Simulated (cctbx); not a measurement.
**Diagnosing a refinement**

Cell a = 6.4990 Å, b = 11.3700 Å, c = 6.5830 Å, α = 90.00°, β = 105.88°, γ = 90.00°; space group P2_1/c (no. 14). The compound is KMgH6N3.

Simulated single-crystal data (cctbx): Mo Kα, λ = 0.71073 Å, to d = 0.6 Å, 95 % of the full sphere, strongest reflection 5000 counts, noise from counting, a 6 % proportional error and a noise floor of 2 counts (s.d.); no absorption, and some extinction, which the refinements don't model.

An isotropic refinement with weights 1/σ² prints:

```text
Rint 0.067, 2256 unique reflections to 0.60 A
cycle     R1     wR2    GooF  max shift (A)
   1  0.2321  0.5783   6.931   1.68344
  12  0.0336  0.0847   1.015   0.01905
final R1 0.0336 wR2 0.0847 GooF 1.016  parameters 48  data/parameter 47.0
atom        x        y        z      Ueq    occ   su(xyz)  su(Uiso or U11)
K1     0.26031  0.91014  0.78165   0.0212  1.000  0.00004  0.0001
Mg1    0.16834  0.23697  0.90435   0.0264  1.000  0.00009  0.0001
N1     0.42073  0.26905  0.71635   0.0295  1.000  0.00023  0.0002
N2     0.92264  0.32744  0.07249   0.0308  1.000  0.00023  0.0002
N3     0.19689  0.40984  0.67493   0.0290  1.000  0.00022  0.0002
H1     0.36573  0.43908  0.76186   0.0641  1.000  0.00546  0.0087
H2     1.00410  0.42258  0.11205   0.0784  1.000  0.00617  0.0106
H3     0.10222  0.48501  0.71161   0.0721  1.000  0.00543  0.0096
H4     0.58827  0.21215  0.79793   0.0662  1.000  0.00543  0.0091
H5     0.44532  0.08523  0.64987   0.0524  1.000  0.00474  0.0076
H6     0.75458  0.32714  0.04010   0.0509  1.000  0.00458  0.0074
N4     0.75791  0.13235  0.74828   1.0000  1.000  0.00658  0.0471
difference map: max 0.41 min -0.57 rms 0.11
Q1    0.0548  0.1843  0.2531    4    0.42  1.39 A from Mg1
Q2    0.2144  0.0281  0.9553    4    0.42  1.64 A from N3
Q3    0.3483  0.1983  0.0387    4    0.41  1.19 A from N1
Q4    0.1998  0.1761  0.5003    4    0.40  1.16 A from Mg1
Q5    0.1103  0.2204  0.5259    4    0.38  1.09 A from Mg1
Q6    0.4873  0.1667  0.0814    4    0.36  1.31 A from N1
```

Q: Accept it or mend it, and why?

Mend it. The fault: spurious atom: N4. Against the right model at the same level, R1 goes from 0.0316 to 0.0336 and GooF from 0.94 to 1.02 and N4 takes U = the program's ceiling. A site with no density behind it hides by a very large U or drifts. The fit had not settled when the cycles ran out.

The compound is KMgH6N3. The right model at the same level gives:

```text
Rint 0.067, 2256 unique reflections to 0.60 A
cycle     R1     wR2    GooF  max shift (A)
   1  0.2985  0.6090   7.293   0.09582
   3  0.0316  0.0784   0.939   0.00009
final R1 0.0316 wR2 0.0784 GooF 0.939  parameters 44  data/parameter 51.3
atom        x        y        z      Ueq    occ   su(xyz)  su(Uiso or U11)
K1     0.26032  0.91014  0.78164   0.0212  1.000  0.00004  0.0001
Mg1    0.16834  0.23697  0.90437   0.0264  1.000  0.00008  0.0001
N1     0.42077  0.26905  0.71638   0.0295  1.000  0.00021  0.0002
N2     0.92256  0.32747  0.07253   0.0308  1.000  0.00021  0.0002
N3     0.19687  0.40980  0.67491   0.0290  1.000  0.00020  0.0002
H1     0.36488  0.43790  0.76096   0.0662  1.000  0.00510  0.0083
H2     0.99844  0.42104  0.11281   0.0784  1.000  0.00551  0.0098
H3     0.10364  0.48733  0.71475   0.0774  1.000  0.00521  0.0094
H4     0.59454  0.20803  0.79388   0.0619  1.000  0.00470  0.0079
H5     0.44834  0.08686  0.65049   0.0514  1.000  0.00423  0.0070
H6     0.75578  0.32961  0.04786   0.0460  1.000  0.00395  0.0064
difference map: max 0.38 min -0.40 rms 0.09
Q1    0.2153  0.0276  0.9558    4    0.39  1.64 A from N3
Q2    0.0548  0.1836  0.2530    4    0.37  1.40 A from Mg1
Q3    0.1864  0.6714  0.4536    4    0.36  1.63 A from K1
Q4    0.3477  0.1982  0.0384    4    0.36  1.20 A from N1
Q5    0.1998  0.1769  0.5007    4    0.34  1.15 A from Mg1
Q6    0.1380  0.6714  0.6475    4    0.33  1.73 A from H4
```

Isotropic U is held between 0.0001 and 1 Å² by the program, and listed peak heights are interpolated, so they can pass the grid's maximum.

The model is made up (kin elements in a known structure type, no relaxation), so it says nothing on whether the phase exists.

[Middle refinement cycles are left out of these outputs.]

[Logs are printed without paths, hosts, clocks, repeated set-up lines and the standing remarks that a program may print on its own settings, such as how far it seeks lower states.]
